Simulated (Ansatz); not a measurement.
## Structural relaxation of a frame of liquid Na2CO3 from 1140 K (192 atoms)

How does a frame of liquid Na2CO3 from 1140 K (192 atoms) relax, and what do bonds, charges and levels look like afterwards?

Calculated with Ansatz 0.2.0; Kohn-Sham DFT, r2SCAN, PAW (set soft_2), plane waves.

Most raw output is cut from this account.

### Step 1. The starting structure

The cell holds 192 atoms: 32 C, 96 O and 64 Na. Cell: a = 14.193 Å, b = 14.193 Å, c = 14.193 Å, α = 90.0°, β = 90.0°, γ = 90.0°. 64 Na+, 32 CO3 2- placed at random, at 1.97 g/cm³; overlaps pushed apart, then 10 ps at 1540 K with harmonic planar carbonate ions with charges +1 on C and -1 on O; Joung-Cheatham ions (J. Phys. Chem. B 112, 9020 (2008)); charges of ions scaled by 0.8. Snapshot after 20 ps at 1140 K and fixed volume. The density is a measured one.

What the set-up can't give: The network of bonds at the start is that of the classical potential that made the cell. Sampling is at Γ alone, for a cell whose shortest periodic width is 14 Å.

### Step 2. Single point at the start

A single point comes first, to see the forces before anything moves.

input.yaml

```yaml
crystal:
  lattice:
    - [14.19262, 0.0, 0.0]
    - [0.0, 14.19262, 0.0]
    - [0.0, 0.0, 14.19262]
  atoms:
    - { symbol: C, position: [0.48969, 0.00632, 0.59955] }
    - { symbol: O, position: [0.4058, 0.02326, 0.64036] }
    - { symbol: O, position: [0.547, 0.07391, 0.5884] }
    - { symbol: O, position: [0.50378, 0.9229, 0.57756] }
    - { symbol: C, position: [0.95316, 0.20614, 0.39094] }
    - { symbol: O, position: [0.01138, 0.23718, 0.33031] }
    - { symbol: O, position: [0.90801, 0.26923, 0.4362] }
    - { symbol: O, position: [0.93473, 0.11836, 0.41849] }
    - { symbol: C, position: [0.168, 0.49518, 0.77507] }
    - { symbol: O, position: [0.20535, 0.4051, 0.78264] }
    - { symbol: O, position: [0.18758, 0.54821, 0.70743] }
    - { symbol: O, position: [0.13109, 0.52749, 0.84723] }
    - { symbol: C, position: [0.80236, 0.60043, 0.95224] }
    - { symbol: O, position: [0.77333, 0.61108, 0.03755] }
    - { symbol: O, position: [0.88399, 0.5692, 0.94086] }
    - { symbol: O, position: [0.75179, 0.63614, 0.88106] }
    - { symbol: C, position: [0.95087, 0.31779, 0.71933] }
    - { symbol: O, position: [0.87035, 0.3498, 0.70759] }
    - { symbol: O, position: [0.00113, 0.3251, 0.64858] }
    - { symbol: O, position: [0.97744, 0.27182, 0.79292] }
    - { symbol: C, position: [0.75609, 0.76978, 0.16544] }
    - { symbol: O, position: [0.68467, 0.7325, 0.20912] }
    - { symbol: O, position: [0.83956, 0.76464, 0.20322] }
    - { symbol: O, position: [0.74121, 0.81377, 0.08873] }
    - { symbol: C, position: [0.16745, 0.08385, 0.62644] }
    - { symbol: O, position: [0.10618, 0.08282, 0.69742] }
    - { symbol: O, position: [0.17913, 0.01133, 0.57854] }
    - { symbol: O, position: [0.21817, 0.16063, 0.60656] }
    - { symbol: C, position: [0.47043, 0.55439, 0.92843] }
    - { symbol: O, position: [0.40895, 0.6163, 0.9659] }
    - { symbol: O, position: [0.44251, 0.47494, 0.90809] }
    - { symbol: O, position: [0.56706, 0.55763, 0.93311] }
    [... 154 atom lines left out ...]
    - { symbol: Na, position: [0.56647, 0.3704, 0.9078] }
    - { symbol: Na, position: [0.29139, 0.44028, 0.62942] }
    - { symbol: Na, position: [0.78947, 0.15951, 0.44639] }
    - { symbol: Na, position: [0.22806, 0.10428, 0.1016] }
    - { symbol: Na, position: [0.96534, 0.3948, 0.34729] }
    - { symbol: Na, position: [0.39809, 0.85193, 0.67136] }
kpoints:
  mp_grid: { grid: [1, 1, 1] }
hamiltonian:
  xc: r2scan
scf:
  occupations: { method: fixed }
output:
  forces: true
  stress: true
  populations: true
  dos:
    method: { smearing: { sigma: 0.15 } }
    de: 0.1
    projected: { site_lists: { C: [C], Na: [Na], O: [O] } }
  eigenvalues: true
```

Run with:

```
$ ansatz run input.yaml --threads 8 --pin off --max-ram 15872MiB --backend cpu --events-out ev --progress --plain --runs-dir out
```

It took 2 min on 8 threads of Arm Neoverse V2, shared host; peak memory 9.7 GiB; 15 min of CPU time.

Numbers from this run:

```yaml
free_energy: -157970.6271 eV
free_energy_per_atom: -822.7637 eV/atom
scf_cycles: 11
pressure: 0.4466 GPa
r_m_s_force_component: 2.029 eV/Å
longest_force: 14.84 eV/Å
fermi_energy: 2.702 eV
spacing_of_highest_filled_and_lowest_empty_level: 2.115 eV
spilling_of_the_projection: 0.00666
```

The r.m.s. force component of 2.0 eV/Å and the pressure of 0.45 GPa set the starting point.

Length of the force by element:

| element | coordination | atoms | mean length of the force (eV/Å) | spread | least | most |
| --- | --- | --- | --- | --- | --- | --- |
| C | all | 32 | 4.53 | 2.75 | 1.44 | 11.9 |
| Na | all | 64 | 0.676 | 0.278 | 0.182 | 1.47 |
| O | all | 96 | 2.82 | 2.65 | 0.171 | 14.8 |

### Step 3. Relaxation

With the cell held, the atoms are moved downhill towards a nearby minimum.

input.yaml, the sections that differ from step 2:

```yaml
output:
  forces: true
relax:
  f_tol: 0.05
  max_steps: 156
# crystal, kpoints, hamiltonian, scf: as in step 2
```

The job ended after 43 min (8 threads; peak memory 9 GiB).

The steps of the relaxation (22 of 46):

| step | energy less that of the first step (eV) | largest force component (eV/Å) |
| --- | --- | --- |
| 1 | 0.0000 | 10.7725 |
| 3 | -20.1473 | 2.3138 |
| 5 | -26.6247 | 1.4564 |
| 7 | -29.8083 | 0.7849 |
| 10 | -31.4559 | 0.3275 |
| 12 | -32.0079 | 0.5751 |
| 14 | -32.6383 | 0.4339 |
| 16 | -33.0246 | 0.8159 |
| 18 | -33.2734 | 0.5080 |
| 20 | -33.4734 | 0.8046 |
| 22 | -33.8508 | 0.7027 |
| 25 | -34.0897 | 0.1666 |
| 27 | -34.2513 | 0.1292 |
| 29 | -34.3287 | 0.4530 |
| 31 | -34.4563 | 0.5510 |
| 33 | -34.5434 | 0.2472 |
| 35 | -34.5849 | 0.9615 |
| 37 | -34.6689 | 0.2515 |
| 40 | -34.8050 | 0.5447 |
| 42 | -34.9175 | 0.2574 |
| 44 | -34.9578 | 0.3013 |
| 46 | -34.9923 | 0.0462 |

Relaxation step 35 was tried and not accepted.

The atoms that moved most (Å):

| atom | dx | dy | dz | length |
| --- | --- | --- | --- | --- |
| O35 | -1.018 | 1.228 | -1.331 | 2.078 |
| Na173 | 1.504 | 1.103 | -0.597 | 1.958 |
| O58 | -0.373 | 1.088 | 1.513 | 1.901 |
| O32 | -1.096 | -1.011 | -1.051 | 1.825 |
| Na144 | -0.419 | 1.667 | -0.517 | 1.794 |
| Na146 | 0.905 | -0.134 | 1.493 | 1.752 |
| O8 | -0.215 | 0.958 | -1.417 | 1.723 |
| Na180 | -0.461 | -1.609 | 0.406 | 1.722 |

The relaxation changed the energy by -182 meV/atom, and atoms moved by 0.88 Å r.m.s., 2.1 Å at most.

### Step 4. Local order after relaxation

Bonds before and after, by the cutoffs listed below:

| pair | bonds before | bonds after | mean before (Å) | mean after (Å) | spread before (Å) | spread after (Å) |
| --- | --- | --- | --- | --- | --- | --- |
| O-Na | 308 | 331 | 2.518 | 2.421 | 0.203 | 0.131 |
| O-C | 96 | 96 | 1.284 | 1.292 | 0.053 | 0.007 |

Density 1.97 g/cm³, 14.89 Å³ an atom.

g(r), total and by pair (bins of 0.2 Å):

| r (Å) | total | O-O | O-Na | O-C | Na-Na | Na-C | C-C |
| --- | --- | --- | --- | --- | --- | --- | --- |
| 1.20 | 3.19 | 0.00 | 0.00 | 19.15 | 0.00 | 0.00 | 0.00 |
| 1.40 | 0.42 | 0.00 | 0.00 | 2.53 | 0.00 | 0.00 | 0.00 |
| 1.60 | 0.00 | 0.00 | 0.00 | 0.00 | 0.00 | 0.00 | 0.00 |
| 1.80 | 0.00 | 0.00 | 0.00 | 0.00 | 0.00 | 0.00 | 0.00 |
| 2.00 | 0.00 | 0.00 | 0.00 | 0.00 | 0.00 | 0.00 | 0.00 |
| 2.20 | 1.78 | 4.78 | 1.74 | 0.00 | 0.00 | 0.00 | 0.00 |
| 2.40 | 2.33 | 0.00 | 7.00 | 0.00 | 0.00 | 0.00 | 0.00 |
| 2.60 | 0.70 | 0.00 | 1.42 | 0.00 | 0.00 | 2.06 | 0.00 |
| 2.80 | 0.64 | 0.00 | 0.36 | 0.00 | 0.14 | 4.55 | 0.00 |
| 3.00 | 0.43 | 0.21 | 0.18 | 0.12 | 0.85 | 1.77 | 0.00 |
| 3.20 | 0.99 | 1.16 | 0.44 | 0.32 | 2.06 | 2.44 | 0.00 |
| 3.40 | 1.04 | 1.46 | 0.45 | 0.41 | 1.92 | 2.12 | 0.18 |
| 3.60 | 0.99 | 1.25 | 0.73 | 0.46 | 1.71 | 1.35 | 0.34 |
| 3.80 | 0.98 | 0.98 | 0.92 | 1.19 | 1.47 | 0.43 | 0.61 |
| 4.00 | 1.12 | 1.25 | 1.33 | 1.31 | 0.98 | 0.21 | 0.56 |
| 4.20 | 1.08 | 0.97 | 1.11 | 1.87 | 0.88 | 0.25 | 0.88 |
| 4.40 | 1.08 | 0.97 | 1.09 | 1.81 | 0.74 | 0.35 | 1.72 |
| 4.60 | 0.99 | 0.97 | 0.86 | 1.39 | 1.06 | 0.50 | 1.99 |
| 4.80 | 0.91 | 1.00 | 0.74 | 1.22 | 0.94 | 0.48 | 2.01 |
| 5.00 | 0.90 | 0.88 | 1.00 | 1.06 | 0.67 | 0.47 | 1.78 |
| 5.20 | 1.06 | 1.12 | 1.06 | 1.07 | 0.90 | 0.76 | 2.21 |
| 5.40 | 1.06 | 1.37 | 0.92 | 0.89 | 0.93 | 0.95 | 2.00 |
| 5.60 | 1.06 | 1.09 | 1.09 | 1.00 | 0.79 | 1.25 | 0.78 |
| 5.80 | 1.05 | 0.90 | 1.06 | 0.95 | 1.12 | 1.64 | 0.40 |
| 6.00 | 1.01 | 0.86 | 0.84 | 1.06 | 1.51 | 1.25 | 1.04 |
| 6.20 | 1.00 | 1.02 | 0.98 | 0.87 | 1.16 | 1.23 | 0.41 |
| 6.40 | 0.96 | 0.90 | 0.95 | 0.89 | 1.04 | 1.27 | 0.60 |
| 6.60 | 0.92 | 0.92 | 1.04 | 0.75 | 0.70 | 1.09 | 0.67 |

Bonds by pair of elements; cutoffs follow the first minimum of g(r), held within bounds set by covalent radii, and pairs that aren't listed don't count as bonded:

| pair A-B | cutoff (Å) | bonds | mean length (Å) | spread (Å) | shortest (Å) | B about A | A about B |
| --- | --- | --- | --- | --- | --- | --- | --- |
| O-Na | 2.93 | 331 | 2.42 | 0.131 | 2.18 | 3.45 | 5.17 |
| O-C | 1.73 | 96 | 1.29 | 0.007 | 1.27 | 1 | 3 |

How many atoms have how many bonded neighbours:

| element | mean | 3 | 4 | 5 | 6 | 7 |
| --- | --- | --- | --- | --- | --- | --- |
| C | 3 | 32 | 0 | 0 | 0 | 0 |
| Na | 5.17 | 0 | 14 | 27 | 21 | 2 |
| O | 4.45 | 2 | 52 | 39 | 3 | 0 |

Bond angles (no mean is given where the spread exceeds 20°):

| angle | count | mean (°) | spread (°) |
| --- | --- | --- | --- |
| O-Na-O | 711 | - | - |
| Na-O-Na | 422 | - | - |
| C-O-Na | 331 | - | - |
| O-C-O | 96 | 120 | 0.8 |

Bond length by coordination (bonds to H left out):

| element | coordination | atoms | mean bond length (Å) |
| --- | --- | --- | --- |
| Na | 4 | 14 | 2.35 |
| Na | 5 | 27 | 2.40 |
| Na | 6 | 21 | 2.47 |
| Na | 7 | 2 | 2.49 |
| O | 3 | 2 | 1.93 |
| O | 4 | 52 | 2.10 |
| O | 5 | 39 | 2.23 |
| O | 6 | 3 | 2.33 |

Counting bonds as in the table, all C atoms have 3, 42 % of Na atoms have 5 and 54 % of O atoms have 4 bonded neighbours.

### Step 5. Single point at the relaxed geometry

The electronic structure is read at the final geometry, in a run of its own.

input.yaml

```yaml
crystal:
  lattice:
    - [14.19262, 0.0, 0.0]
    - [0.0, 14.19262, 0.0]
    - [0.0, 0.0, 14.19262]
  atoms:
    - { symbol: C, position: [0.48872, 0.98792, 0.58868] }
    - { symbol: O, position: [0.3994, 0.98467, 0.60239] }
    - { symbol: O, position: [0.53113, 0.06912, 0.58424] }
    - { symbol: O, position: [0.53805, 0.91206, 0.58064] }
    - { symbol: C, position: [0.95348, 0.26002, 0.35788] }
    - { symbol: O, position: [0.02341, 0.30359, 0.31888] }
    - { symbol: O, position: [0.91765, 0.29258, 0.43536] }
    - { symbol: O, position: [0.91961, 0.18585, 0.31868] }
    - { symbol: C, position: [0.19181, 0.4987, 0.80971] }
    - { symbol: O, position: [0.23258, 0.41938, 0.79363] }
    - { symbol: O, position: [0.21837, 0.57493, 0.76683] }
    - { symbol: O, position: [0.12449, 0.5032, 0.87113] }
    - { symbol: C, position: [0.8057, 0.59438, 0.94482] }
    - { symbol: O, position: [0.80919, 0.6314, 0.02825] }
    - { symbol: O, position: [0.85374, 0.52075, 0.92512] }
    - { symbol: O, position: [0.75405, 0.63476, 0.88109] }
    - { symbol: C, position: [0.95667, 0.32073, 0.72885] }
    - { symbol: O, position: [0.89612, 0.33639, 0.66213] }
    - { symbol: O, position: [0.04384, 0.3077, 0.71009] }
    - { symbol: O, position: [0.92637, 0.31876, 0.81522] }
    - { symbol: C, position: [0.78048, 0.78404, 0.17402] }
    - { symbol: O, position: [0.72231, 0.72815, 0.21585] }
    - { symbol: O, position: [0.8695, 0.77925, 0.19482] }
    - { symbol: O, position: [0.75063, 0.84512, 0.11346] }
    - { symbol: C, position: [0.15323, 0.06658, 0.6286] }
    - { symbol: O, position: [0.10368, 0.03361, 0.69787] }
    - { symbol: O, position: [0.12949, 0.04677, 0.54327] }
    - { symbol: O, position: [0.22672, 0.11776, 0.64475] }
    - { symbol: C, position: [0.43061, 0.48223, 0.92761] }
    - { symbol: O, position: [0.37227, 0.55042, 0.94317] }
    - { symbol: O, position: [0.42761, 0.4071, 0.98042] }
    - { symbol: O, position: [0.48983, 0.48638, 0.85903] }
    [... 154 atom lines left out ...]
    - { symbol: Na, position: [0.53153, 0.31985, 0.89005] }
    - { symbol: Na, position: [0.31048, 0.453, 0.65482] }
    - { symbol: Na, position: [0.78382, 0.18967, 0.41705] }
    - { symbol: Na, position: [0.22217, 0.12229, 0.06298] }
    - { symbol: Na, position: [0.98052, 0.44395, 0.37966] }
    - { symbol: Na, position: [0.42702, 0.84098, 0.70338] }
kpoints:
  mp_grid: { grid: [1, 1, 1] }
hamiltonian:
  xc: r2scan
scf:
  occupations: { method: fixed }
output:
  forces: true
  stress: true
  populations: true
  dos:
    method: { smearing: { sigma: 0.08 } }
    de: 0.1
    projected: { site_lists: { C: [C], Na: [Na], O: [O] } }
  eigenvalues: true
  write_density: true
  write_potential: true
  volumetric_format: npy
```

Wall time 1.9 min (8 threads); peak memory 9.7 GiB.

The program notes that the exchange-correlation potential is rough where the density is thin.

Numbers from this run:

```
free energy                                      : -158005.6194 eV
free energy per atom                             : -822.9459 eV/atom
SCF cycles                                       : 10
pressure                                         : -1.29 GPa
r.m.s. force component                           : 0.01074 eV/Å
longest force                                    : 0.05704 eV/Å
Fermi energy                                     : 1.711 eV
gap (highest filled to lowest empty level) : 3.703 eV
spilling of the projection                       : 0.006289
```

Löwdin charges by element and coordination (they lack the spilled electrons, 0.042 e an atom on average):

| element | coordination | atoms | mean charge (e) | spread | least | most |
| --- | --- | --- | --- | --- | --- | --- |
| C | all | 32 | 0.698 | 0.0134 | 0.670 | 0.720 |
| Na | all | 64 | 0.802 | 0.0105 | 0.778 | 0.833 |
| Na | 4 | 14 | 0.812 | 0.009 | 0.800 | 0.833 |
| Na | 5 | 27 | 0.802 | 0.0092 | 0.786 | 0.823 |
| Na | 6 | 21 | 0.797 | 0.0075 | 0.782 | 0.814 |
| Na | 7 | 2 | 0.785 | 0.0066 | 0.778 | 0.792 |
| O | all | 96 | -0.684 | 0.0147 | -0.714 | -0.648 |
| O | 3 | 2 | -0.666 | 0.0027 | -0.669 | -0.663 |
| O | 4 | 52 | -0.680 | 0.0153 | -0.712 | -0.648 |
| O | 5 | 39 | -0.688 | 0.0127 | -0.714 | -0.654 |
| O | 6 | 3 | -0.687 | 0.0071 | -0.696 | -0.679 |

Density of states as counts of states in windows of 1 eV (from the Fermi level), total and the larger projections:

| from (eV) | to (eV) | total | O p | C p | O s |
| --- | --- | --- | --- | --- | --- |
| -14 | -9 | 0.0 | 0.0 | 0.0 | 0.0 |
| -9 | -8 | 35.5 | 19.8 | 0.1 | 9.7 |
| -8 | -7 | 28.4 | 15.9 | 0.1 | 8.3 |
| -7 | -6 | 122.6 | 80.7 | 24.7 | 13.3 |
| -6 | -5 | 69.4 | 43.5 | 19.5 | 5.2 |
| -5 | -3 | 0.0 | 0.0 | 0.0 | 0.0 |
| -3 | -2 | 117.2 | 110.8 | 0.2 | 0.3 |
| -2 | -1 | 138.8 | 135.8 | 0.1 | 0.1 |
| -1 | 0 | 62.8 | 62.1 | 0.0 | 0.0 |
| 0 | 1 | 1.2 | 1.2 | 0.0 | 0.0 |
| 1 | 3 | 0.0 | 0.0 | 0.0 | 0.0 |
| 3 | 4 | 2.0 | 0.0 | 0.0 | 0.4 |
| 4 | 5 | 13.1 | 0.6 | 0.3 | 1.3 |

The curve was stored every 0.10 eV, coarse against its broadening of 0.08 eV, so these counts are rough.

With fixed occupations the program's Fermi level is the highest filled level; weight inside the gap is the broadening of levels at its edges.

Between -26 and -14 eV lie 576 more states.

About 129 of the 1280 electrons lie in deeper levels, below the stored range.

The levels nearest the highest filled one (over half full), pooled over k-points and spins:

| level less the highest filled one (eV) | occupation |
| --- | --- |
| -0.26 | 2 |
| -0.243 | 2 |
| -0.202 | 2 |
| -0.162 | 2 |
| -0.138 | 2 |
| 0 | 2 |
| 3.70 | 0 |
| 4.29 | 0 |
| 4.42 | 0 |
| 4.46 | 0 |
| 4.62 | 0 |
| 4.74 | 0 |

Valence density in the ac plane at fractional y = 0.306, with atoms of O and C and Na within 0.2 Å of it. It is the smooth field of the valence electrons, not physical close to the nuclei.

Ten steps, logarithmic in the rise over the least value, from '0' (0 e/Å³) to '9' (14 e/Å³), each cell a mean:
```
1121100111136631000000000000000000000000
0011100000269961000156520000000000000000
0147741000136630000489840000000000011211
1147741000000000000146510000000000136653
1112210000000000111122110000000000247764
4443100121000012233456521000000000124554
6786312675201345443578631000000001234555
5775212565101467532345420000000002466544
2222000110001244320011100000000001456421
4541000000000001000000000000000000122211
8973001110000000000122211100000000000003
5651000100000000001367653322100010011112
1000000000243100001468754455431000246642
1000000001687300000234433578742001357763
3221000001355200000001001356531000135543
6753100001111000000000000111100000012345
7863100001111000112210000000000000001235
4431000000110001245431000000000000000012
1100000000136531234431000001100110001343
3000110000279961111110001244433322114898
3112332111147741000134211478755543213787
1223554443210000000367411356544555311111
3455555565310000000123100112112344310001
3454333444210000000000000000000111100001
```
Columns run along a (14.2 Å), rows up along c (14.2 Å). Atoms in or near the plane, at fractional coordinates: O at (0.02, 0.32), O at (0.92, 0.44), O at (0.04, 0.71), O at (0.93, 0.82), O at (0.53, 0.48), O at (0.68, 0.43), C at (0.12, 0.07), O at (0.68, 0.13), Na at (0.32, 0.93), Na at (0.32, 0.18), Na at (0.96, 0.17), Na at (0.53, 0.89).

Electrostatic potential energy in the ac plane at fractional y = 0.306, with atoms of O and C and Na within 0.2 Å of it. With pseudopotentials it is smooth inside the atoms' cores, unlike the true potential.

Ten even steps from '0' (-43 eV) to '9' (8 eV), each cell a mean:
```
9999999999974479999999999999999999999899
9998899999830048999864588999999999999999
9863268999875578998710168999999999999999
9863268999999999999864689999999999984369
9998899999999999999999999999999999971028
7779999888999999867754699999999999996324
2014998525899976767610389999999999986100
6336998536899832589987899999999999843556
9999999888999988999999999999999999854799
7678999999999999999999999999999999999998
1027999999999999999999999999999889999997
5468999999999999999952366689999889999998
9999999998767899999830144455799999985589
9999999998402789999987888610279999950049
8999999998756899999999999964699999986568
2259999999999999999999999999999999998765
1039999999999999999999999999999999999885
8899999999999999986799999999999999999999
9999999999875579997799999999999999998777
7999999999830048999999999987887789997101
7999889999863478999876899720130048997313
9986214789999999998743689953563246999888
9864002435999999999887899999999888999999
9867768878999999999999999999999999999999
```
Columns run along a (14.2 Å; values clipped at the 3rd and 97th percentile), rows up along c (14.2 Å). Atoms in or near the plane, at fractional coordinates: O at (0.02, 0.32), O at (0.92, 0.44), O at (0.04, 0.71), O at (0.93, 0.82), O at (0.53, 0.48), O at (0.68, 0.43), C at (0.12, 0.07), O at (0.68, 0.13), Na at (0.32, 0.93), Na at (0.32, 0.18), Na at (0.96, 0.17), Na at (0.53, 0.89).

Mean Löwdin charges: C +0.70, Na +0.80, O -0.68 e (they miss 0.63 % of the electrons, so they add up to more than the cell's charge).

A closer look about O67, picked at random: 12 atoms, nearest first, numbered in the order of the input, with positions taken from that point.

| atom | x | y | z | distance (Å) | bonds | Löwdin charge (e) |
| --- | --- | --- | --- | --- | --- | --- |
| O67 | 0.00 | 0.00 | 0.00 | 0.00 | 4 | -0.69 |
| C65 | 0.99 | 0.63 | 0.53 | 1.29 | 3 | 0.72 |
| O66 | 0.95 | 1.92 | 0.56 | 2.22 | 4 | -0.70 |
| O68 | 1.97 | -0.03 | 1.04 | 2.23 | 4 | -0.69 |
| Na163 | -1.41 | -0.31 | -1.73 | 2.25 | 6 | 0.80 |
| Na166 | 0.32 | -1.95 | 1.24 | 2.34 | 5 | 0.80 |
| Na134 | -1.60 | 1.72 | 0.49 | 2.40 | 5 | 0.80 |
| O88 | -3.31 | 0.04 | -0.20 | 3.32 | 6 | -0.68 |
| O111 | -0.58 | -2.52 | -2.13 | 3.35 | 4 | -0.67 |
| O112 | -1.23 | -3.13 | -0.08 | 3.36 | 5 | -0.69 |
| C109 | -1.52 | -2.81 | -1.30 | 3.45 | 3 | 0.68 |
| Na149 | 3.17 | -1.32 | -0.44 | 3.46 | 4 | 0.83 |

The column of bonds counts only the pairs O-Na within 2.93 Å, O-C within 1.73 Å; other neighbours, such as metal atoms beside each other in a compound, aren't counted, and periodic images can show an atom twice.

### Step 6. Summary of results

```json
{"energy change in the relaxation": "-182.3 meV/atom", "r.m.s. displacement": "0.881 Å", "largest displacement": "2.078 Å", "free energy per atom": "-822.9459 eV/atom", "pressure": "-1.29 GPa", "r.m.s. force component": "0.01074 eV/Å", "gap (highest filled to lowest empty level)": "3.703 eV", "wall time of the 3 DFT runs": "47 min"}
```

What this shows: Relaxation lowers the energy by 182 meV/atom and moves atoms by 0.88 Å r.m.s.; the r.m.s. force component goes from 2.0 to 0.011 eV/Å, the pressure goes from 0.45 to -1.3 GPa, and the gap from 2.11 to 3.70 eV. By the final cutoffs 57 of 404 bonded pairs parted and 80 joined. First to last step the energy falls by 34.992 eV; the largest move, 2.08 Å, is that of O35. The O-Na bonds change most in mean length: from 2.518 Å (spread 0.203) to 2.421 Å (spread 0.131), and their number from 308 to 331. Counting bonds as in the table, all C atoms have 3, 42 % of Na atoms have 5 and 54 % of O atoms have 4 bonded neighbours. Between filled and empty levels lie 3.70 eV (at Γ alone); a semilocal functional tends to put such gaps too low. In a disordered cell it changes from sample to sample and from frame to frame.

Caveats: The network of bonds at the start is that of the classical potential that made the cell; in DFT 57 of its 404 bonded pairs passed out of the cutoffs and 80 came within them.

[Logs are printed without paths, hosts, clocks, repeated set-up lines and the standing remarks that a program may print on its own settings, such as how far it seeks lower states.]

[Hosts, paths, dates, database ids (printed as entryN), source tags and the programs' standing remarks are cut or masked in the printed files.]
